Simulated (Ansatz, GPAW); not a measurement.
# STM contrast on 1T-VBrI bilayer, AA, part 3 of 4

What would a tunnelling microscope show on 1T-VBrI bilayer, AA?

GPAW 26.7.0 and Ansatz 0.2.0; Ansatz plane waves; layer without images along its normal, relaxation of atoms and in-plane cell, with D3(BJ) dispersion (the session's first sound run).

So far. Step 2 (Relaxation): The relaxation lowered the energy of the cell by 0.0827 eV. Step 3 (Plane waves, PBE): The layer is gapped, so the Fermi level lies somewhere inside the gap, set by smearing and numerics, and these work functions are no property of the material; the band edges below the vacuum level are. The potential is flat to 3.6e-5 eV/Å where it is read, so the vacuum is wide enough.

### 4. A second plane-wave code

A second program with its own datasets checks the number independently.

This step: Ansatz plane waves; slab in vacuum with a dipole correction (Ansatz 0.2.0).

input.yaml

```yaml
crystal:
  lattice:
    - [3.9184199948, 0.0, 0.0]
    - [-1.9592099974, 3.3934512582, 0.0]
    - [0.0, 0.0, 43.091524346]
  atoms:
    - { symbol: I, position: [0.6666666667, 0.3333333333, 0.2127977197] }
    - { symbol: V, position: [0.0, 0.0, 0.2509009857], spin: 1.0 }
    - { symbol: Br, position: [0.3333333333, 0.6666666667, 0.2830604737] }
    - { symbol: I, position: [0.6666666667, 0.3333333333, 0.3591095918] }
    - { symbol: V, position: [0.0, 0.0, 0.3969570009], spin: -1.0 }
    - { symbol: Br, position: [0.3333333333, 0.6666666667, 0.4294860922] }
magnetization:
  spin_polarized: true
kpoints:
  mp_grid: { grid: [9, 9, 1] }
hamiltonian:
  xc: pbe
scf:
  occupations: { method: fermi_dirac, width: 0.05 }
efield:
  axis: 3
  dipole_correction: true
  ramp_width: 0.05
output:
  forces: true
  band_densities:
    - { e_range: [-2.0, 0] }
    - { e_range: [-1.0, 0] }
    - { e_range: [0, 1.5] }
  write_potential: true
  write_density: true
  volumetric_format: npy
  elf: true
```

Run with:

```sh
ansatz run input.yaml --threads 4 --pin off --max-ram 8192MiB --backend cpu --events-out ev --progress --plain --runs-dir out
```

Numbers of over 12 decimals in the logs are rounded to 6 here.

Output:

```text
[...]
Crystal: 6 atoms, lattice volume = 572.987 Å³
Basis set: ecut = 420 eV, 11341 PW (Γ), exchange–correlation on 54×54×600 points (8 copies of the dense FFT grid, shifted against one another)
Bands: 46, of which v1, the nominal top of the filled ones, is band 37 counted from 1 (36 counted from 0)
Symmetry: 6 space group operations
k-points: 12 of 81 (time reversal used)
[...]
Starting moments: Σ|m| = 2 μB on 2 of 6 sites
[...]
SCF iter   1: F=—  HF=-26420.014578 eV  |F-HF|=—  |Δ(HF+E_count)|=         —  Δρ=3.40e-2 (↑3.40e-2 ↓3.40e-2)  dr2=2.28e0  dr2_m=5.64e0  M=0.000 μB ∫|m|=6.176 μB  β_m=0.30  ethr=2.97e-3  p=0.000 e·Å  D=1.95e-6 V/Å  ΔV_dip=-0.00 eV  dr2_dipole=4.75e-2  V_vac-E_F(+/−)=4.54/4.54 eV  ⟨swp⟩=1.0  Hψ=7421  notcnv=0
[...]
efield: sawtooth ramp at fractional position 0.7961 (placed from the atoms, in the widest stretch of the axis that holds none; the zero of the levels goes with the place), width 0.0500; the density the first Hamiltonian is built on has a dipole p = 0.000 e·Å; the dipole correction subtracts the counter field D = 1.95e-6 V/Å, which shifts the + side's vacuum level by -0.00 eV against the − side's; the planar-averaged density in the ramp window peaks in size at 5.8e-6 e/Å³
[...]
SCF iter   2: F=—  HF=-26420.372450 eV  |F-HF|=—  |Δ(HF+E_count)|=   3.58e-1  Δρ=2.28e-2 (↑2.28e-2 ↓2.26e-2)  dr2=5.56e-1  dr2_m=2.53e0  M=0.008 μB ∫|m|=6.159 μB  β_m=0.30  ethr=2.97e-3  p=-0.071 e·Å  D=-2.24e-2 V/Å  ΔV_dip=0.96 eV  dr2_dipole=1.53e-4  V_vac-E_F(+/−)=4.63/3.66 eV  ⟨swp⟩=3.8  Hψ=2153  notcnv=0  defer=18  κ⁻¹=1.0e0(r=1)
density mixer auto → broyden: gapped, with many states about μ (density of states about μ 0.82 of a free-electron gas's, 68 screened modes)
SCF iter   3: F=—  HF=-26420.709384 eV  |F-HF|=—  |Δ(HF+E_count)|=   3.37e-1  Δρ=7.82e-3 (↑7.60e-3 ↓7.82e-3)  dr2=5.94e-2  dr2_m=2.84e-1  M=0.000 μB ∫|m|=6.244 μB  β_m=0.30  ethr=7.52e-4  p=-0.062 e·Å  D=-1.95e-2 V/Å  ΔV_dip=0.84 eV  dr2_dipole=6.64e-4  V_vac-E_F(+/−)=4.26/3.42 eV  ⟨swp⟩=4.0  Hψ=2200  notcnv=0  defer=35  κ⁻¹=6.1e-2(r=2)
[...]
SCF iter  11: F=-26420.775850 eV  HF=-26420.775850 eV  |F-HF|=8.33e-8  |Δ(HF+E_count)|=   2.27e-7  Δρ=1.91e-6 (↑1.82e-6 ↓1.91e-6)  dr2=2.32e-8  dr2_m=1.30e-8  M=0.000 μB ∫|m|=6.355 μB  ethr=1.35e-10  p=-0.055 e·Å  D=-1.73e-2 V/Å  ΔV_dip=0.74 eV  dr2_dipole=1.76e-10  V_vac-E_F(+/−)=4.21/3.47 eV  ⟨swp⟩=19.8  Hψ=10062  notcnv=0
SCF 1 converged in 11 iterations: F = -26420.775850 eV  dr2 = 2.32e-8
[...]
WARN: The output density's exchange-correlation potential varies sharply where the density is thin. Do not read a vacuum level from v_tot or v_xc, or from such a field of the output density. On a cell that repeats whose density bears no net charge and no dipole along the vacuum's axis use v_es (v_loc + v_h of the components); under efield.dipole_correction with no amplitude use v_es + v_field, which holds any externa [...]
this state was not tested for a lower state beside it, because the mixer in use, unlike msr1, does not test its closes by its own steps (another_mixer; see scf.mixing.algorithm and scf.lower_state_search)
NSCF: frozen V_eff on 5 k-points
efield: sawtooth ramp at fractional position 0.7961 (kept from the solve that this one continues, or follows in the run), width 0.0500; the density the first Hamiltonian is built on has a dipole p = -0.055 e·Å; the dipole correction subtracts the counter field D = -1.73e-2 V/Å, which shifts the + side's vacuum level by +0.74 eV against the − side's; the planar-averaged density in the ramp window peaks in size at 5.3e-6 e/Å³
SCF converged after 11 iterations
Magnetization: 0.0001 μB (37.0001 up, 36.9999 down)
Absolute magnetization: 6.3586 μB (∫|ρ↑−ρ↓|, with the PAW one-centre terms)
[...]
Per-site moments (μB) at R_I (Å): [(-0.031258, 1.153078), (2.543570, 1.094366), (-0.013607, 1.094366), (0.030842, 1.150413), (-2.549646, 1.097812), (0.014108, 1.097812)]
Free energy (F): -26420.775850 eV
[...]
Internal energy: -26420.775782 eV  (E = F + TS)
E sigma→0 (E₀):  -26420.775816 eV
Entropy (-TS):   -0.000067 eV (-0.011 meV/atom)
Fermi energy:    -0.218812 eV
Dipole field:    D = -0.017263 V/Å  (p = -0.054665 e·Å, saw-weighted, corrected)
Work function:   Φ+ = 4.2113 eV   Φ− = 3.4673 eV
Levels:          The Fermi level and band energies are counted from a zero that moves with the ramp; work functions are not
[...]
--- Forces (eV/Å), atoms counted from 1 ---
  atom   1  I      0.00000000    -0.00000000    -0.10088068
  atom   2  V     -0.00000000     0.00000000    -0.04691320
  atom   3  Br     0.00000000    -0.00000000    -0.01523466
  atom   4  I     -0.00000000    -0.00000000     0.03249782
  atom   5  V      0.00000000     0.00000000     0.04726232
  atom   6  Br    -0.00000000     0.00000000     0.08321774
  max |Σ_I F_I| component: 5.06e-5 eV/Å
--- Band table (eV; the first three rows and the last of 24) ---
  k-point 0 ↑: bands = [... 33 lower, -2.5932, -1.6459, -1.6459, -1.3720, 0.6606, 0.6606, 1.2043, 1.2043, ... 5 higher]
  k-point 1 ↑: bands = [... 33 lower, -2.7383, -1.6247, -1.4930, -1.2218, 0.3672, 0.6066, 1.1541, 1.3824, ... 5 higher]
  k-point 2 ↑: bands = [... 33 lower, -3.0569, -1.7117, -1.2795, -1.0734, 0.2024, 0.5506, 1.0042, 1.7494, ... 5 higher]
  k-point 11 ↓: bands = [... 33 lower, -3.9765, -1.0764, -0.8282, -0.6847, 0.6350, 1.0258, 1.2389, 1.4086, ... 5 higher]
--- Band densities, each state counted as filled ---
  window                                       electrons  max residual (eV)  cut levels
  e_range: [-2, 0]                   3.000000 + 3.000000             7.0e-9           0
  e_range: [-1, 0]                   1.530864 + 2.308642             7.0e-9           0
  e_range: [0, 1.5]                  2.691358 + 3.469136             3.9e-4           0
```

Run time: 25 s. Hardware: 4 threads of Intel Xeon Platinum 8488C (Sapphire Rapids), shared host; peak memory 1.4 GiB.

This step gave:

| Quantity | Value |
| --- | --- |
| free energy | -26420.7758 eV |
| site moments | -0.03126, 2.544, -0.01361, 0.03084, -2.550, 0.01411 μB |
| upper work function | 4.211 eV |
| lower work function | 3.467 eV |
| dipole along the normal | -0.05466 e·Å |
| dipole field | -0.01726 V/Å |
| vacuum level above | 3.992 eV |
| vacuum level below | 3.249 eV |
| corrugation e range -2 0 3.5 | 0.4512 Å |
| decay e range -2 0 | 1.218 Å⁻¹ |
| apparent barrier e range -2 0 | 5.656 eV, hbar² kappa² / 2m (holds the in-plane momentum too) |
| corrugation e range -1 0 3.5 | 0.4163 Å |
| decay e range -1 0 | 1.193 Å⁻¹ |
| apparent barrier e range -1 0 | 5.419 eV, hbar² kappa² / 2m (holds the in-plane momentum too) |
| corrugation e range 0 1.5 3.5 | 0.1584 Å |
| decay e range 0 1.5 | 1.045 Å⁻¹ |

The electrostatic potential energy of an electron (with the applied field's), less the Fermi level, planar mean by z:

z (Å), electrostatic potential energy of an electron (with the applied field's), less the Fermi level, planar mean (eV) and a bar from the least value:
```
        0        3.5 ############################
        2        3.5 ############################
        4        3.5 ############################
        6        3.5 ############################
        8        1.5 ########################
       10       -5.2 ##########
       12      -10.0 
       14        2.9 ###########################
       16       -4.7 ###########
       18       -7.3 ######
       20        3.8 #############################
       22        4.2 ##############################
       24        4.2 ##############################
       26        4.2 ##############################
       28        4.2 ##############################
       30        4.2 ##############################
       32        4.2 ##############################
       34        4.2 ##############################
       36        3.6 #############################
       38        3.5 ############################
       40        3.5 ############################
       42        3.5 ############################
```

The valence density, planar mean (density) oscillates, so the rows of the table below give means over windows of 1.58 Å about each position, cut where the curve ends. Its maxima inside the range that stand out by 2 % of the span (Å: e/Å³): 9.2: 1.24, 10.8: 1.06, 15.5: 1.24, 17.1: 1.06. Its minima: 10.1: 0.314, 13.8: 0.0353, 16.4: 0.323.

Table of valence density, planar mean by z; means over each step:

```
z (Å)  density (e/Å³)  rho spin (e/Å³)
 3.95          1.5e-6           4.2e-7
 5.53          1.4e-4           1.3e-5
 7.11          0.0144           1.3e-4
 8.69           0.611           1.5e-4
10.27           0.647            0.103
11.85           0.400           0.0385
13.43           0.102           6.7e-4
15.01           0.620          -3.0e-4
16.59           0.652           -0.106
18.17           0.389          -0.0356
19.75          0.0854          -6.9e-4
21.33          7.6e-4          -4.1e-5
22.91          6.0e-6          -1.2e-6
```

E_range_-2_0. Table of planar mean of the window's density by height over the top atom:

height over the top atom (Å), log10 planar mean of the window's density (e/Å³) and a bar from the least value:
```
     1.50       -3.0 ##############################
     1.90       -3.4 ############################
     2.10       -3.6 ###########################
     2.50       -4.1 #########################
     2.70       -4.3 ########################
     3.10       -4.7 ######################
     3.30       -4.9 #####################
     3.70       -5.3 ####################
     3.90       -5.6 ###################
     4.30       -6.0 #################
     4.50       -6.2 ################
     4.90       -6.6 ##############
     5.10       -6.8 #############
     5.50       -7.2 ###########
     5.70       -7.5 ##########
     6.10       -7.9 ########
     6.30       -8.1 #######
     6.70       -8.5 ######
     6.90       -8.7 #####
     7.30       -9.1 ###
     7.50       -9.3 ##
     7.90       -9.7
```

Density over a1 and a2. Constant height 3.5 Å over the top atom, window e_range_-2_0.

Ten even steps from '_' (0.45 × 1e-5 e/Å³) to '@' (1.33 × 1e-5 e/Å³):
```
________....::::--======++++++======--::::....________
______....::----====++++****++++====----::....________
____....::----==++**************++==----::....________
__....::----==++**############**++==----::....________
....::----==++**####%%%%%%####**++==----::....________
..::----==++**##%%%%@@@@%%%%##**++==----::....______..
::::--==++**##%%@@@@@@@@@@%%##**++==--::::....____....
::--==++**##%%@@@@@@@@@@@@%%##**++==--::..............
--====**####%%@@@@@@@@@@%%####**====--::............::
--==++**##%%@@@@@@@@@@@@%%##**++==--::::..........::::
--==++**##%%@@@@@@@@@@%%##**++==----::............::--
==++****##%%%%@@@@%%%%##****++==--::::..........::::--
==++****####%%%%%%####****++==--::::............::::--
==++++**############**++++==--::::..............::::--
====++**************++====--::::................::::--
--====++++++++++++====----::::..................::::--
--==================----::::....................::::--
--------------------::::::..........__..........::::::
::::----------::::::::............................::::
::::::::::::::::......................................
......................................................
......................................................
________________................................______
________________........::::::::::::::........________
______________......::::::::::::::::::::......________
____________......::::--------------::::......________
__________....::::------========------::::....________
```
Columns: a1 from 0 to 0.963; rows upwards: a2 from 0 to 0.963.

Tip height over the top atom over a1 and a2. Constant current at the density 7.443e-06 e/Å^3, window e_range_-2_0.

Ten even steps from '_' (3.26 Å) to '@' (3.71 Å):
```
______..::--====++******######******++====--::..______
____..::--==++++****############****++++==--::..______
__..::--==++++**####%%%%%%%%%%####**++++==--::..______
..::--==++****####%%%%%%%%%%%%####****++==--::....__..
::--==++****##%%%%%%@@@@@@%%%%%%##****++==--::........
--==++++**##%%%%@@@@@@@@@@@@%%%%##**++++==--::......::
--==++**##%%%%@@@@@@@@@@@@@@%%%%##**++==----::::::::--
==++**####%%@@@@@@@@@@@@@@@@%%####**++==--::::::::::--
++****##%%%%@@@@@@@@@@@@@@%%%%##****++==--::::::::--==
++**##%%%%@@@@@@@@@@@@@@@@%%%%##**++==----::::::----==
++**##%%%%@@@@@@@@@@@@@@%%%%##**++++==--::::::::--==++
**####%%%%@@@@@@@@@@@@%%%%####**++==----::::::----==++
**####%%%%%%@@@@@@%%%%%%####**++====--::::::::--====++
**####%%%%%%%%%%%%%%%%####**++====--::::::::::--====++
****######%%%%%%######****++====--::::::::::::--====++
++****############****++++====--::::::::::::::--====++
++******************++++====--::::::::::::::::--====++
++++++++****++++++++====----::::::::..::::::::----====
====++++++++++======------::::::::::::::::::::------==
--============--------::::::::::::::::::::::::::------
----------------::::::::::::::::::::::::::::::::::::--
::::::::::::::::::::::::::::::::::::::::::::::::::::::
..............::::::::::----------------::::::::::....
________......::::::------==========------::::::......
__________....::::----================----::::....____
________....::----====++++++++++++++====----::....____
________..::----==++++++********++++++==----::..______
```
Columns: a1 from 0 to 0.963; rows upwards: a2 from 0 to 0.963.

E_range_-1_0. Planar mean of the window's density against height over the top atom:

height over the top atom (Å), log10 planar mean of the window's density (e/Å³) and a bar from the least value:
```
     1.50       -3.2 ##############################
     1.70       -3.4 #############################
     1.90       -3.6 ############################
     2.10       -3.8 ###########################
     2.30       -4.0 ##########################
     2.50       -4.2 #########################
     2.70       -4.4 ########################
     2.90       -4.6 ########################
     3.10       -4.8 #######################
     3.30       -5.0 ######################
     3.50       -5.2 #####################
     3.70       -5.4 ####################
     3.90       -5.6 ###################
     4.10       -5.8 ##################
     4.30       -6.1 #################
     4.50       -6.3 ################
     4.70       -6.5 ###############
     4.90       -6.7 ##############
     5.10       -6.9 #############
     5.30       -7.1 ############
     5.50       -7.3 ###########
     5.70       -7.5 ##########
     5.90       -7.7 #########
     6.10       -7.9 ########
     6.30       -8.1 ########
     6.50       -8.3 #######
     6.70       -8.5 ######
     6.90       -8.8 #####
     7.10       -9.0 ####
     7.30       -9.2 ###
     7.50       -9.4 ##
     7.70       -9.6 #
     7.90       -9.8
```

Density over a1 and a2. Constant height 3.5 Å over the top atom, window e_range_-1_0.

Values in units of 1e-5 e/Å³, 12 rows by 16 columns, each cell a mean:
```
0.4 0.4 0.5 0.5 0.6 0.7 0.7 0.7 0.7 0.7 0.6 0.6 0.5 0.5 0.4 0.4
0.4 0.5 0.6 0.7 0.7 0.8 0.9 0.9 0.8 0.8 0.7 0.6 0.5 0.5 0.4 0.4
0.5 0.6 0.7 0.8 0.9 0.9 1.0 0.9 0.9 0.8 0.7 0.6 0.5 0.5 0.4 0.5
0.6 0.7 0.8 0.9 1.0 1.0 1.0 0.9 0.9 0.8 0.6 0.6 0.5 0.5 0.5 0.5
0.7 0.8 0.9 0.9 1.0 1.0 1.0 0.9 0.8 0.7 0.6 0.5 0.5 0.5 0.5 0.6
0.7 0.8 0.8 0.9 0.9 0.9 0.8 0.8 0.7 0.6 0.5 0.5 0.5 0.5 0.5 0.6
0.7 0.7 0.8 0.8 0.8 0.8 0.7 0.6 0.6 0.5 0.5 0.4 0.5 0.5 0.5 0.6
0.6 0.7 0.7 0.7 0.7 0.6 0.6 0.5 0.5 0.5 0.4 0.4 0.4 0.5 0.5 0.6
0.5 0.6 0.6 0.6 0.5 0.5 0.5 0.5 0.5 0.4 0.4 0.4 0.5 0.5 0.5 0.5
0.5 0.5 0.5 0.5 0.5 0.5 0.5 0.5 0.5 0.5 0.5 0.5 0.5 0.5 0.5 0.5
0.4 0.4 0.4 0.4 0.5 0.5 0.5 0.5 0.5 0.5 0.5 0.5 0.5 0.5 0.4 0.4
0.4 0.4 0.4 0.5 0.5 0.5 0.6 0.6 0.6 0.6 0.6 0.5 0.5 0.5 0.4 0.4
```
Columns: a1 from 0 to 0.963; rows upwards: a2 from 0 to 0.963.

(Part 3 of 4 ends here.)

[Logs are printed without paths, hosts, clocks, repeated set-up lines and the standing remarks that a program may print on its own settings, such as how far it seeks lower states.]

[Hosts, paths, dates, database ids (printed as entryN), source tags and the programs' standing remarks are cut or masked in the printed files.]
